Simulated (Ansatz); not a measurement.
# A hypothetical structure for Cd3Mo, part 2 of 2

Starting from a made-up structure for Cd3Mo, the aim is the relaxed cell, its shortest contacts and, where a second run follows, its electronic structure.

Ansatz 0.2.0; DFT, PBE, plane-wave PAW, files of the set soft_1, scalar-relativistic, no spin, cell and ions relaxed at zero pressure; PAW set soft_1 (the session's first sound run).

So far: The starting structure; Relaxing cell and atoms. The relaxed cell has a = 4.246 Å (conventional setting).

## (3) Bands of the relaxed cell

With the geometry fixed, one more self-consistent run, with a narrower smearing and the mesh shown in its input, gives the bands, and its pressure, and its forces where symmetry allows any, show how far the geometry depends on these settings.

This step: DFT, PBE, plane-wave PAW, files of the set soft_1, scalar-relativistic, no spin, bands and density of states at the relaxed cell; PAW set soft_1 (Ansatz 0.2.0).

input.yaml reads:

```yaml
crystal:
  lattice:
    - [4.2455418985, 0.0, 0.0]
    - [0.0, 4.2455418985, 0.0]
    - [0.0, 0.0, 4.2455418985]
  atoms:
    - { symbol: Cd, position: [0.5, 0.5, 0.0] }
    - { symbol: Cd, position: [0.5, 0.0, 0.5] }
    - { symbol: Cd, position: [0.0, 0.5, 0.5] }
    - { symbol: Mo, position: [0.0, 0.0, 0.0] }
kpoints:
  mp_grid: { grid: [8, 8, 8] }
  band_path:
    path:
      - [[0.0, 0.0, 0.0], [0.0, 0.5, 0.0], [0.5, 0.5, 0.0], [0.0, 0.0, 0.0], [0.5, 0.5, 0.5], [0.0, 0.5, 0.0]]
      - [[0.5, 0.5, 0.0], [0.5, 0.5, 0.5]]
    npoints: 13
scf:
  occupations: { method: fermi_dirac, width: 0.03 }
  n_extra_bands: 8
hamiltonian:
  xc: pbe
  pseudopotentials: { kind: paw, azcp: { folder: soft_1 } }
output:
  forces: true
  stress: true
  write_bands: true
  dos: { projected: true }
  write_density: true
  write_potential: true
  elf: true
  volumetric_format: npy
```

Command:

```
> ansatz run input.yaml --threads 4 --pin off --max-ram 8192MiB --backend cpu --events-out ev --progress --plain --runs-dir out
```

Numbers of over 12 decimals in the logs are rounded to 6 here.

The log of the run:

```text
[...]
Crystal: 4 atoms, lattice volume = 76.524 Å³
Basis set: ecut = 420 eV, 1503 PW (Γ), exchange–correlation on 60×60×60 points (8 copies of the dense FFT grid, shifted against one another)
Bands: 45, of which v1, the nominal top of the filled ones, is band 37 counted from 1 (36 counted from 0)
Symmetry: 48 space group operations
[...]
k-points: 35 of 512
[...]
SCF iter   1: F=—  HF=-29720.156649 eV  |F-HF|=—  |Δ(HF+E_count)|=         —  Δρ=8.53e-2  dr2=1.06e1  ethr=3.10e-3  ⟨swp⟩=5.3  Hψ=5251  notcnv=0
[...]
SCF iter  10: F=-29718.277701 eV  HF=-29718.277701 eV  |F-HF|=1.96e-10  |Δ(HF+E_count)|=   1.37e-8  Δρ=1.38e-6  dr2=1.52e-9  ethr=1.35e-10  ⟨swp⟩=6.8  Hψ=7791  notcnv=0
SCF 1 converged in 10 iterations: F = -29718.277701 eV  dr2 = 1.52e-9
[...]
NSCF: frozen V_eff on 80 k-points
SCF converged after 10 iterations
Free energy (F): -29718.277701 eV
[...]
Internal energy: -29718.271706 eV  (E = F + TS)
E sigma→0 (E₀):  -29718.274704 eV
Entropy (-TS):   -0.005995 eV (-1.499 meV/atom)
Fermi energy:    16.671331 eV
[...]
--- Stress (GPa, compression-positive) ---
        0.021799       0.000000       0.000000
        0.000000       0.021799       0.000000
        0.000000       0.000000       0.021799
  P = ⅓ Tr σ = 0.0218 GPa (0.218 kbar)
--- Band table (eV; the first three rows and the last of 35) ---
  k-point 0: bands = [... 33 lower, 15.2175, 16.5809, 16.5809, 16.5809, 16.9422, 16.9422, 16.9422, 21.5401, ... 4 higher]
  k-point 1: bands = [... 33 lower, 15.2283, 16.1271, 16.1271, 16.5428, 16.9317, 17.5401, 17.5401, 21.2218, ... 4 higher]
  k-point 2: bands = [... 33 lower, 15.2570, 15.6595, 15.6595, 16.5996, 16.9065, 18.4594, 18.4594, 20.4841, ... 4 higher]
  k-point 34: bands = [... 33 lower, 13.9187, 14.0774, 15.1582, 15.1582, 15.1582, 17.1296, 17.1296, 19.6127, ... 4 higher]
```

It took 5.1 s on 4 threads of Arm Neoverse V1, shared host; peak memory 0.47 GiB.

Numbers from this step:

```yaml
free_energy: -29718.2777 eV
energy_at_zero_smearing: -29718.2747 eV
smearing_term_ts: 0.005995 eV
fermi_energy: 16.67 eV
pressure: 0.02180 GPa
```

bands.tsv at the labelled points (eV, zero at the Fermi level; the bands that come nearest the Fermi level along the path):

```
point  band 34  band 35  band 36  band 37  band 38  band 39  band 40  band 41
    Γ    -1.45    -0.09    -0.09    -0.09     0.27     0.27     0.27     4.87
    X    -1.44    -1.44    -1.37     0.10     0.20     2.99     3.84     3.84
    M    -3.48    -3.45    -1.00    -1.00     0.15     0.84     1.22     5.31
    Γ    -1.45    -0.09    -0.09    -0.09     0.27     0.27     0.27     4.87
    R    -2.75    -2.59    -1.51    -1.51    -1.51     0.46     0.46     2.94
    X    -1.44    -1.44    -1.37     0.10     0.20     2.99     3.84     3.84
    M    -3.48    -3.45    -1.00    -1.00     0.15     0.84     1.22     5.31
    R    -2.75    -2.59    -1.51    -1.51    -1.51     0.46     0.46     2.94
```

Counts of states for the cell as run, both spins, by energy window (eV from the Fermi level):

```csv
from,to,total
-8,-7,1.62
-7,-6,0.73
-6,-5,0.74
-5,-4,0.90
-4,-3,1.11
-3,-2,1.86
-2,-1,4.24
-1,0,1.92
0,1,2.73
1,2,2.13
2,3,1.09
3,4,2.15
4,5,1.69
```

A further 61.0 states lie below the table's range.

Valence density in the ac plane at fractional y = 0.000, with atoms of Cd and Mo within 0.2 Å of it. It is the smooth field of the valence electrons, not physical close to the nuclei.

Ten steps, logarithmic in the rise over the least value, from '0' (0 e/Å³) to '9' (24 e/Å³), each cell a mean:
```
76520000001357
65310000001245
33210000000123
11001123210011
00001456531000
00013688752000
00014799863000
00013789852000
00012577641000
00001234311000
22100111100112
54310000000235
76420000001356
77520000001367
```
Columns run along a (4.2 Å), rows up along c (4.2 Å). Atoms in or near the plane, at fractional coordinates: Cd at (0.50, 0.50), Mo at (0.00, 0.00).

ELF in the ac plane at fractional y = 0.000, with atoms of Cd and Mo within 0.2 Å of it. It is the smooth field of the valence electrons, not physical close to the nuclei.

Ten even steps from '_' (0.10) to '@' (0.94), each cell a mean:
```
++**++..__..::::::____::****
****==......::::::..__::++**
--::::..................::::
____....................____
____......::----::........__
..::::....--**##++::....::::
::::....::==%%@@##--....::::
::::....::==##%%**--....::::
..........::====--::........
____........::::..........__
............................
++++--..........::....::==++
**##++..__..::::::____::****
--**++..__..::::..____--**++
```
Columns run along a (4.2 Å), rows up along c (4.2 Å). Atoms in or near the plane, at fractional coordinates: Cd at (0.50, 0.50), Mo at (0.00, 0.00).

Electrostatic potential energy in the ac plane at fractional y = 0.000, with atoms of Cd and Mo within 0.2 Å of it. With pseudopotentials it is smooth inside the atoms' cores, unlike the true potential.

Ten even steps from '_' (-53 eV) to '@' (20 eV), each cell a mean:
```
____--##@@@@@@@@@@@@%%**::__
..::++%%@@@@@@@@@@@@@@##==::
++**%%@@@@@@@@@@@@@@@@%%##**
%%%%@@@@@@%%####%%%%@@@@@@%%
@@@@@@@@%%##******##%%@@@@@@
@@@@@@@@##**++==++**%%@@@@@@
@@@@@@%%##++======**##@@@@@@
@@@@@@@@##++++==++**##@@@@@@
@@@@@@@@%%**++++**##%%@@@@@@
@@@@@@@@@@%%######%%@@@@@@@@
####%%@@@@@@@@%%@@@@@@@@%%##
--==**%%@@@@@@@@@@@@@@%%++--
__..==##@@@@@@@@@@@@%%**::__
____--##@@@@@@@@@@@@%%++..__
```
Columns run along a (4.2 Å; values clipped at the 3rd and 97th percentile), rows up along c (4.2 Å). Atoms in or near the plane, at fractional coordinates: Cd at (0.50, 0.50), Mo at (0.00, 0.00).

## (4) Results

* space group, relaxed: Pm-3m
* conventional cell: a = 4.246, b = 4.246, c = 4.246 Å; α = 90.0°, β = 90.0°, γ = 90.0°
* volume per atom: 19.13 Å³ (guess 19.75)

Cd3Mo relaxes to Pm-3m with a = 4.246, b = 4.246 and c = 4.246 Å. The guessed volume was 3 % too large. The space group Pm-3m was held in the relaxation, so the end point is a stationary structure within it and may be a saddle against distortions or other arrangements. Bands cross the Fermi level, so it is a metal or semimetal at this level. On the 8×8×8 mesh with the narrower smearing (relaxed on 6×6×6) the forces vanish, as symmetry may demand, and the largest stress component is 0.022 GPa, within the relaxation's thresholds of 0.015 eV/Å and 0.05 GPa. The cutoff wasn't tested. No dispersion term is used, so weakly bound directions may come out too long. The runs have no spin, and magnetism wasn't tested. Nothing here tests whether the compound is stable against decomposition.

[Logs are printed without paths, hosts, clocks, repeated set-up lines and the standing remarks that a program may print on its own settings, such as how far it seeks lower states.]

[Hosts, paths, dates, database ids (printed as entryN), source tags and the programs' standing remarks are cut or masked in the printed files.]
